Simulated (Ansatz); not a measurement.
**AgSb2 (built on the sites of a database entry of Sb2Au): relaxing the cell for a phonon run**

Task: relax AgSb2 (built on the sites of a database entry of Sb2Au) tightly.

Main program and level: Ansatz 0.2.0; DFT LDA, scalar-relativistic, plane waves, PAW.

The structure was built from a prototype and need not be the compound's stable phase.

**1. Set-up**

It takes space group Fm-3m (No. 225, cubic). The conventional cell has a = 6.773 Å, b = 6.773 Å, c = 6.773 Å, α = 90.00°, β = 90.00°, γ = 90.00°. Nearest to Sb lie 4 Ag at 2.93 Å. Nearest to Ag lie 8 Sb at 2.93 Å. Farther neighbours are not listed.

**2. A coarse first look**

A quick single point on a coarse mesh tells whether the cell has a gap and how far it is from rest, which sets the k mesh and smearing that follow.

Contents of input.yaml:

```yaml
crystal:
  lattice:
    - [0.0, 3.38656, 3.38656]
    - [3.38656, 0.0, 3.38656]
    - [3.38656, 3.38656, 0.0]
  atoms:
    - { symbol: Sb, position: [0.25, 0.25, 0.25] }
    - { symbol: Sb, position: [0.75, 0.75, 0.75] }
    - { symbol: Ag, position: [0.0, 0.0, 0.0] }
kpoints:
  mp_grid: { grid: [6, 6, 6] }
hamiltonian:
  xc: lda
scf:
  occupations: { method: gaussian, width: 0.1 }
output:
  forces: true
  stress: true
  eigenvalues: true
```

The run is started by

```console
$ ansatz run input.yaml --threads 4 --pin off --max-ram 7168MiB --backend cpu --events-out ev --progress --plain --runs-dir out
```

Numbers of over 12 decimals in the logs are rounded to 6 here.

The log of the run:

```text
Engine: ansatz 0.2.0, aarch64-unknown-linux-gnu
Pseudopotentials: kind: paw
Pseudopotential: Sb, paw, valence charge 15, recommended cutoff 420 eV (normal), Sb.paw.azcp
Pseudopotential: Ag, paw, valence charge 19, recommended cutoff 420 eV (normal), Ag.paw.azcp
Functional definition: SPW92
  exchange = slater_x
  correlation = pw_c
Crystal: 3 atoms, lattice volume = 77.679 Å³
Basis set: ecut = 420 eV, 1471 PW (Γ)
[...]
k-point 0: bands = [... 21 lower, 10.7561, 10.7561, 10.7561, 12.3407, 12.3407, 12.3407, 14.5003, 14.5003, ... 1 higher]
  k-point 1: bands = [... 21 lower, 9.6521, 10.4233, 10.4233, 11.8158, 12.0641, 12.0641, 14.5370, 15.0538, ... 1 higher]
  k-point 2: bands = [... 21 lower, 9.0414, 9.8545, 9.8545, 10.8883, 11.5674, 11.5674, 15.4728, 16.5369, ... 1 higher]
  k-point 15: bands = [... 21 lower, 6.5099, 7.5223, 9.3790, 12.3529, 13.6307, 14.7941, 15.4449, 16.5825, ... 1 higher]
[key lines of the parts left out:]
SCF converged after 6 iterations
Free energy (F): -20129.350995 eV
Fermi energy:    11.548127 eV
P = ⅓ Tr σ = -2.1990 GPa (-21.990 kbar)
```

Elapsed: 0.8 s, on 4 threads of Arm Neoverse V1, shared host; peak memory 0.36 GiB; 2.6 s of CPU time.

Numbers from this step:

```
pressure          : -2.199 GPa
volume per atom   : 25.89 Å³
gap on the k-mesh : 0 eV
```

The coarse mesh shows no gap and a pressure of -2.2 GPa.

**3. Relaxation**

Harmonic phonons are second derivatives at a point where the forces vanish, and they are wanted at zero stress, so atoms and cell are relaxed first.

input.yaml, the sections that differ from step 2:

```yaml
kpoints:
  mp_grid: { grid: [10, 10, 10] }
output:
  forces: true
  stress: true
  eigenvalues: true
  write_density: true
  write_potential: true
  elf: true
  volumetric_format: npy
relax:
  adjacent_minimum: "off"
  f_tol: 0.005
  max_steps: 80
  cell: { stress_tol: 0.05 }
# crystal, hamiltonian, scf: as in step 2
```

The log of the run:

```text
[...]
Crystal: 3 atoms, lattice volume = 77.679 Å³
Basis set: ecut = 420 eV, 1471 PW (Γ)
Bands: 30, of which v1, the nominal top of the filled ones, is band 25 counted from 1 (24 counted from 0)
Symmetry: 48 space group operations
[...]
k-points: 47 of 1000
[...]
SCF iter   1: F=—  HF=-20129.360894 eV  |F-HF|=—  |Δ(HF+E_count)|=         —  Δρ=9.93e-3  dr2=6.04e-2  ethr=1.77e-3  ⟨swp⟩=6.4  Hψ=5853  notcnv=0
[...]
SCF iter   6: F=-20129.344658 eV  HF=-20129.344658 eV  |F-HF|=9.24e-10  |Δ(HF+E_count)|=   4.35e-7  Δρ=4.22e-6  dr2=1.07e-8  ethr=2.04e-10  ⟨swp⟩=12.9  Hψ=11450  notcnv=0
SCF 1 converged in 6 iterations: F = -20129.344658 eV  dr2 = 1.07e-8
[...]
relax step   1: F+E_penalty+E_count = -20129.34465815 eV  Δ(F+E_penalty+E_count) = +0.000e0 eV  max|allowed force component| = 8.481e-18 eV/Å  Δτ_max = 0.0000 Å  P = -2.111 GPa  Ω = 77.679 Å³  (6 SCF iters, dr2 threshold 1.00e-7 eV, accepted)
Crystal: 3 atoms, lattice volume = 73.532 Å³
Basis set: ecut = 420 eV, 1459 PW (Γ)
[...]
iter 1 solved again at ethr=3.77e-5 eV; its pass at ethr=3.10e-3 eV (dr2=1.85e-2 eV) is discarded
[...]
SCF iter   6: F=-20129.348048 eV  HF=-20129.348048 eV  |F-HF|=5.98e-8  |Δ(HF+E_count)|=   1.08e-6  Δρ=9.97e-6  dr2=6.25e-8  ethr=6.12e-10  ⟨swp⟩=7.7  Hψ=9639  notcnv=0
SCF 2 converged in 6 iterations: F = -20129.348048 eV  dr2 = 6.25e-8
relax step   2: F+E_penalty+E_count = -20129.34804825 eV  Δ(F+E_penalty+E_count) = -3.390e-3 eV  max|allowed force component| = 2.776e-17 eV/Å  Δτ_max = 0.0000 Å  P = +2.142 GPa  Ω = 73.532 Å³  energy of the carried Pulay correction = +8.719e-4 eV  (6 SCF iters, dr2 threshold 3.00e-7 eV, accepted)
Crystal: 3 atoms, lattice volume = 75.564 Å³
[...]
SCF iter   6: F=-20129.360127 eV  HF=-20129.360127 eV  |F-HF|=1.31e-8  |Δ(HF+E_count)|=   2.73e-7  Δρ=4.75e-6  dr2=1.38e-8  ethr=6.12e-10  ⟨swp⟩=10.1  Hψ=9719  notcnv=0
SCF 3 converged in 6 iterations: F = -20129.360127 eV  dr2 = 1.38e-8
relax step   3: F+E_penalty+E_count = -20129.36012669 eV  Δ(F+E_penalty+E_count) = -1.208e-2 eV  max|allowed force component| = 1.658e-17 eV/Å  Δτ_max = 0.0000 Å  P = -0.111 GPa  Ω = 75.564 Å³  energy of the carried Pulay correction = +4.388e-4 eV  (6 SCF iters, dr2 threshold 3.00e-7 eV, accepted)
[...]
relax step   4: F+E_penalty+E_count = -20129.36018590 eV  Δ(F+E_penalty+E_count) = -5.921e-5 eV  max|allowed force component| = 2.159e-17 eV/Å  Δτ_max = 0.0000 Å  P = -0.005 GPa  Ω = 75.461 Å³  energy of the carried Pulay correction = +4.604e-4 eV  (5 SCF iters, dr2 threshold 3.09e-8 eV, accepted)
[...]
SCF iter   5: F=-20129.359712 eV  HF=-20129.359712 eV  |F-HF|=1.09e-11  |Δ(HF+E_count)|=  3.27e-11  Δρ=5.72e-8  dr2=2.16e-12  ethr=1.00e-12  ⟨swp⟩=6.7  Hψ=6763  notcnv=0
SCF 5 converged in 5 iterations: F = -20129.359712 eV  dr2 = 2.16e-12
relax step   5: F+E_penalty+E_count = -20129.35971208 eV  Δ(F+E_penalty+E_count) = +4.738e-4 eV  max|allowed force component| = 2.082e-17 eV/Å  Δτ_max = 0.0000 Å  P = -0.003 GPa  Ω = 75.461 Å³  stress off target by 2.53e-3 GPa  SCF on the basis re-selected at this cell (its energy is not comparable with the rows above)  (5 SCF iters)
basis re-selected at this cell: Δ(F+E_penalty+E_count) = +4.738e-4 eV, ΔP = +0.003 GPa vs the last step (what re-selecting the basis moved, of the pressure what is left beyond the Pulay correction that the steps carried, after the strain that the cell walked since its last selection, with what the two solves' SCF thresholds leave and, on support functions, any second-order correction that the steps lacked; it is no measure of the basis error at this ecutwfc). The dense FFT grid was sized anew with the basis: this SCF ran on 32×32×32 points, the steps before it on 36×36×36, so part of this shift can come from that change (see relax.cell in the input reference). [rest of the remark cut]
SCF converged after 5 iterations
Free energy (F): -20129.359712 eV
[...]
Internal energy: -20129.350126 eV  (E = F + TS)
E sigma→0 (E₀):  -20129.354919 eV
Entropy (-TS):   -0.009586 eV (-3.195 meV/atom)
Fermi energy:    11.946285 eV
[...]
--- Stress (GPa, compression-positive) ---
       -0.002525      -0.000000      -0.000000
       -0.000000      -0.002525      -0.000000
       -0.000000       0.000000      -0.002525
  P = ⅓ Tr σ = -0.0025 GPa (-0.025 kbar)
--- Band table (eV; the first three rows and the last of 47) ---
  k-point 0: bands = [... 21 lower, 11.2546, 11.2546, 11.2546, 12.8484, 12.8484, 12.8484, 14.9594, 14.9594, ... 1 higher]
  k-point 1: bands = [... 21 lower, 10.7086, 11.1091, 11.1091, 12.6579, 12.7464, 12.7464, 14.9294, 15.1621, ... 1 higher]
  k-point 2: bands = [... 21 lower, 9.8422, 10.7741, 10.7741, 12.1820, 12.4674, 12.4674, 15.1533, 15.7738, ... 1 higher]
  k-point 46: bands = [... 21 lower, 6.8734, 7.9188, 10.3981, 12.2411, 14.5511, 15.4028, 16.1212, 16.4912, ... 1 higher]
--- Relaxed structure (4 steps of the walk, 4 accepted, 1 SCFs on fresh bases) ---
  F+E_penalty+E_count = -20129.35971208 eV   max|allowed force component| = 2.082e-17 eV/Å   (the final SCF, on the basis selected at the relaxed cell)
  cell:  # Å, volume = 75.4612 Å³
    - [0, 3.354011, 3.354011]
    - [3.354011, 0, 3.354011]
    - [3.354011, 3.354011, 0]
  atoms:
    - { symbol: Sb, position: [0.250000, 0.250000, 0.250000] }
    - { symbol: Sb, position: [0.75, 0.75, 0.75] }
    - { symbol: Ag, position: [0, 0, 0] }
```

It took 9.4 s on 4 threads; peak memory 0.45 GiB.

Relaxation path:

```csv
step,energy less that of the first step (eV),largest force component (eV/Å),pressure (GPa),volume (Å³)
1,0.0000,0.0000,-2.11,77.68
2,-0.0034,0.0000,2.14,73.53
3,-0.0155,0.0000,-0.11,75.56
4,-0.0155,0.0000,-0.01,75.46
5*,-0.0151,0.0000,0.00,75.46
```

Relaxation steps marked * repeat the geometry before them on a plane-wave basis chosen anew for their cell, so energy and pressure can jump there.

Forces are held to the 48 operations that the run works with; a distortion that breaks them can't arise in this run.

```csv
"conventional cell, symmetrised",before,after,change
a (Å),6.773,6.708,-1.0 %
b (Å),6.773,6.708,-1.0 %
c (Å),6.773,6.708,-1.0 %
volume (Å³/atom),25.89,25.15,-2.9 %
```

Final coordinates:

```xyz
3
Lattice="0.0000 3.3540 3.3540 3.3540 0.0000 3.3540 3.3540 3.3540 0.0000" Properties=species:S:1:pos:R:3 pbc="T T T"
Sb    1.6770    1.6770    1.6770
Sb    5.0310    5.0310    5.0310
Ag    0.0000    0.0000    0.0000
```

Numbers from this step:

```
pressure        : -0.002525 GPa
volume per atom : 25.15 Å³
```

Electrostatic potential energy in the ac plane of a cell with a along [110], b along [-110] and c along [001] of the cube at fractional y = 0.000, with atoms of Sb and Ag within 0.2 Å of it. With pseudopotentials it is smooth inside the atoms' cores, unlike the true potential.

Ten even steps from '0' (-24 eV) to '9' (16 eV), each cell a mean:
```
003899889983000168988898610
126887667886211478866688741
678863223688756787522257876
999842222489999986222226899
999732222379999985222225899
999842222489999986222226899
999863223689999997522257999
999987667899999999765689999
999999889999999999988899999
999999999999999999999999999
999998778999999999887889999
999975445799999998643468999
999852222589999997322237999
999732222479999986222226899
999732222379999986222226899
888852222588888887322237888
357875335787534688643468864
015888778885100278887888720
003799999973000168999998510
```
Columns run along a (9.5 Å; values clipped at the 3rd and 97th percentile), rows up along c (6.7 Å), edges of the conventional cell, whose origin can differ from the input's. Atoms in or near the plane, at fractional coordinates: Sb at (0.25, 0.25), Sb at (0.75, 0.25), Sb at (0.25, 0.75), Sb at (0.75, 0.75), Ag at (0.00, 0.00), Ag at (0.50, 0.00).

ELF in the ac plane of a cell with a along [110], b along [-110] and c along [001] of the cube at fractional y = 0.000, with atoms of Sb and Ag within 0.2 Å of it. It is the smooth field of the valence electrons, not physical close to the nuclei.

Ten even steps from '_' (0.00) to '@' (0.81), each cell a mean:
```
@@##==::--========--::==##@@%%++--::--========::--**%%
**++----==++++++++==----++****==::--++++==++++----==**
----::==++==----==++==::------::--++==------====--::--
::::--++==::____::==++--::::::::==++--..__..--++==::::
..::--++==..____..==++--::..::::====--______--====::::
....--++==::____::==++--......::==++--..__..--++==::..
__..::==++==----==++==::..____..--++==------==++--..__
____..--==++====++==--..______..::==++++==++++==::____
______..--========--..__________..::--======--::..____
______..::--====--::..____________..::--==--::..______
____..::====++++====::..________..--==++++++==--..____
____::==++========++==::______..--++++======++==--..__
__..--++==--....--==++--..__..::==++==::..::==++==::..
..::--++==..____..==++--::....::==++--______--++==::..
::::--++==..____..==++--::::::::====--______--++==::::
::::--====--....--====--::::::::==++==::..::==++--::::
++==::--++========++--::==++==----==++======++==::--==
##**==::==++++++++==::--**####++----==++++++==----++##
@@##==::----====--::::==##@@@@**--::--======--::--**@@
```
Columns run along a (9.5 Å), rows up along c (6.7 Å), edges of the conventional cell, whose origin can differ from the input's. Atoms in or near the plane, at fractional coordinates: Sb at (0.25, 0.25), Sb at (0.75, 0.25), Sb at (0.25, 0.75), Sb at (0.75, 0.75), Ag at (0.00, 0.00), Ag at (0.50, 0.00).

Valence density in the ac plane of a cell with a along [110], b along [-110] and c along [001] of the cube at fractional y = 0.000, with atoms of Sb and Ag within 0.2 Å of it. It is the smooth field of the valence electrons, not physical close to the nuclei.

Values in e/Å³, 10 rows by 16 columns, each cell a mean:
```
 9  2  0  0  0  0  1  7  9  2  0  0  0  0  1  7
 1  0  0  3  4  1  0  0  1  0  0  3  4  1  0  0
 0  0  1  9 13  2  0  0  0  0  1  9 13  2  0  0
 0  0  0  1  2  0  0  0  0  0  0  1  2  0  0  0
 0  0  0  0  0  0  0  0  0  0  0  0  0  0  0  0
 0  0  0  0  0  0  0  0  0  0  0  0  0  0  0  0
 0  0  0  3  4  1  0  0  0  0  0  3  4  1  0  0
 0  0  1  9 13  2  0  0  0  0  1  9 13  2  0  0
 1  0  0  1  2  1  0  1  1  0  0  1  2  1  0  1
12  2  0  0  0  0  1  9 12  2  0  0  0  0  1  9
```
Columns run along a (9.5 Å), rows up along c (6.7 Å), edges of the conventional cell, whose origin can differ from the input's. Atoms in or near the plane, at fractional coordinates: Sb at (0.25, 0.25), Sb at (0.75, 0.25), Sb at (0.25, 0.75), Sb at (0.75, 0.75), Ag at (0.00, 0.00), Ag at (0.50, 0.00).

In this step the volume went from 25.89 to 25.15 Å³/atom.

**4. Relaxing to small forces for the phonons**

Phonons need a cell at rest on their own settings, so the relaxation is repeated with tight tolerances on forces and stress, using the mesh and the filling of the phonon run that follows.

Contents of input.yaml:

```yaml
crystal:
  lattice:
    - [0.0, 3.354011377, 3.354011377]
    - [3.354011377, 0.0, 3.354011377]
    - [3.354011377, 3.354011377, 0.0]
  atoms:
    - { symbol: Sb, position: [0.25, 0.25, 0.25] }
    - { symbol: Sb, position: [0.75, 0.75, 0.75] }
    - { symbol: Ag, position: [0.0, 0.0, 0.0] }
kpoints:
  mp_grid: { grid: [10, 10, 10] }
hamiltonian:
  xc: lda
scf:
  occupations: { method: methfessel_paxton, width: 0.15 }
output:
  forces: true
  stress: true
  eigenvalues: true
relax:
  adjacent_minimum: "off"
  f_tol: 0.001
  max_steps: 60
  cell: { stress_tol: 0.01 }
```

The log of the run:

```text
[...]
Crystal: 3 atoms, lattice volume = 75.461 Å³
Basis set: ecut = 420 eV, 1459 PW (Γ)
Bands: 30, of which v1, the nominal top of the filled ones, is band 25 counted from 1 (24 counted from 0)
Symmetry: 48 space group operations
[...]
k-points: 47 of 1000
[...]
--- Relaxed structure (1 steps of the walk, 1 accepted, 1 SCFs on fresh bases) ---
[...]
cell:  # Å, volume = 75.4612 Å³
    - [0.0, 3.354011377, 3.354011377]
    - [3.354011377, 0.0, 3.354011377]
    - [3.354011377, 3.354011377, 0.0]
  atoms:
    - { symbol: Sb, position: [0.25, 0.25, 0.25] }
    - { symbol: Sb, position: [0.750000, 0.750000, 0.750000] }
    - { symbol: Ag, position: [0.0, 0.0, 0.0] }
[key lines of the parts left out:]
SCF converged after 5 iterations
Free energy (F): -20129.355487 eV
Fermi energy:    11.947765 eV
P = ⅓ Tr σ = -0.0082 GPa (-0.082 kbar)
```

Elapsed: 3.7 s, on 4 threads; peak memory 0.43 GiB; 14 s of CPU time.

Little changed from the start: no atom moved by 0.005 Å and no cell edge by 0.1 %.

This step gave:

| Item | Value |
| --- | --- |
| pressure | -0.008213 GPa |

The forces vanish by symmetry and the pressure is -0.008 GPa, within the tolerances set. The cell now holds 25.15 Å³/atom.

**5. What came out**

| Property | Result |
| --- | --- |
| space group after relaxation (within 0.01 Å) | Fm-3m |
| lattice constant a | 6.708 Å |
| lattice constant b | 6.708 Å |
| lattice constant c | 6.708 Å |
| volume per atom | 25.2 Å³ |

What this shows: The forces vanish by symmetry and the pressure is -0.008 GPa, within the tolerances set. The cell now holds 25.15 Å³/atom. The relaxation keeps the symmetry of its start, so it says nothing on stability against lower symmetry. The runs are without spin polarisation, although the cell has an odd electron count. Spin-orbit coupling is left out, which can matter for the heavy elements here. The starting cell was built on a prototype and not taken from a measurement, so the phase need not exist.

[Logs are printed without paths, hosts, clocks, repeated set-up lines and the standing remarks that a program may print on its own settings, such as how far it seeks lower states.]

[Hosts, paths, dates, database ids (printed as entryN), source tags and the programs' standing remarks are cut or masked in the printed files.]
